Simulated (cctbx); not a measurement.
# Er2Be17 across an absorption edge

Space group Cmcm (no. 63), a = 7.7610 Å, b = 13.7220 Å, c = 7.3820 Å, α = 90.00°, β = 90.00°, γ = 90.00°.

| atom | mult. | x | y | z | Ueq (Å²) |
| --- | --- | --- | --- | --- | --- |
| Er1 | 4 | 1/2 | 0.1664 | 3/4 | 0.0110 |
| Er2 | 4 | 1/2 | 0.4994 | 1/4 | 0.0125 |
| Be1 | 16 | 0.2552 | 0.4156 | 0.4673 | 0.0279 |
| Be2 | 8 | 0 | 0.1664 | 0.4800 | 0.0280 |
| Be3 | 8 | 0.6517 | 0.0166 | 1/4 | 0.0481 |
| Be4 | 8 | 0.6494 | 0.3196 | 1/4 | 0.0319 |
| Be5 | 8 | 0.1905 | 0.1654 | 1/4 | 0.0303 |
| Be6 | 8 | 3/4 | 1/4 | 1/2 | 0.0261 |
| Be7 | 4 | 1/2 | 0 | 1/2 | 0.0317 |
| Be8 | 8 | 0 | 0.3308 | 0.6073 | 0.0304 |

This is a model crystal, built by substitution and not relaxed, with assumed displacement parameters.

Calculated with cctbx: free-atom f′ and f″ from the Sasaki tables, no fine structure; amplitudes in electrons.

```csv
E (eV),F 2 0 0,F 0 2 2,F 0 4 0,F 1 1 0
7758,384.2,102.1,94.8,98.1
8108,369.1,98.3,91.2,94.4
8238,356.4,95.2,88.1,91.1
8298,345.3,92.4,85.3,88.3
8328,333.7,89.6,82.5,85.4
8343,322.2,86.7,79.7,82.5
8350,311.9,84.1,77.2,79.9
8354,300.9,81.4,74.5,77.2
8362,307.3,82.8,76.0,78.7
8366,319.8,85.9,79.1,81.9
8373,330.8,88.7,81.8,84.7
8388,342.7,91.6,84.7,87.7
8418,354.4,94.5,87.5,90.6
8508,368.8,98.1,91.1,94.3
8758,381.3,101.3,94.1,97.4
```

**Question.** Which edge is crossed, and why do the reflections move as they do?

The L3 edge of Er. The edge is at 8358 eV. f′ of Er falls from -12.0 e at 8238 eV to -19.0 e at 4 eV below it, and f″ steps from 3.71 to 10.56 e across it. Over that approach |F| changes by -16 % (2 0 0), -14 % (0 2 2), -15 % (0 4 0) and -15 % (1 1 0): a reflection falls where Er scatters in phase with the total and rises where it scatters against it; it hardly moves where the Er term is small or cancels by symmetry. Above the edge the larger f″ enters the imaginary part, where it can add to or cancel the other atoms' f″. The structure is centrosymmetric, so Friedel mates stay equal.

[Logs are printed without paths, hosts, clocks, repeated set-up lines and the standing remarks that a program may print on its own settings, such as how far it seeks lower states.]
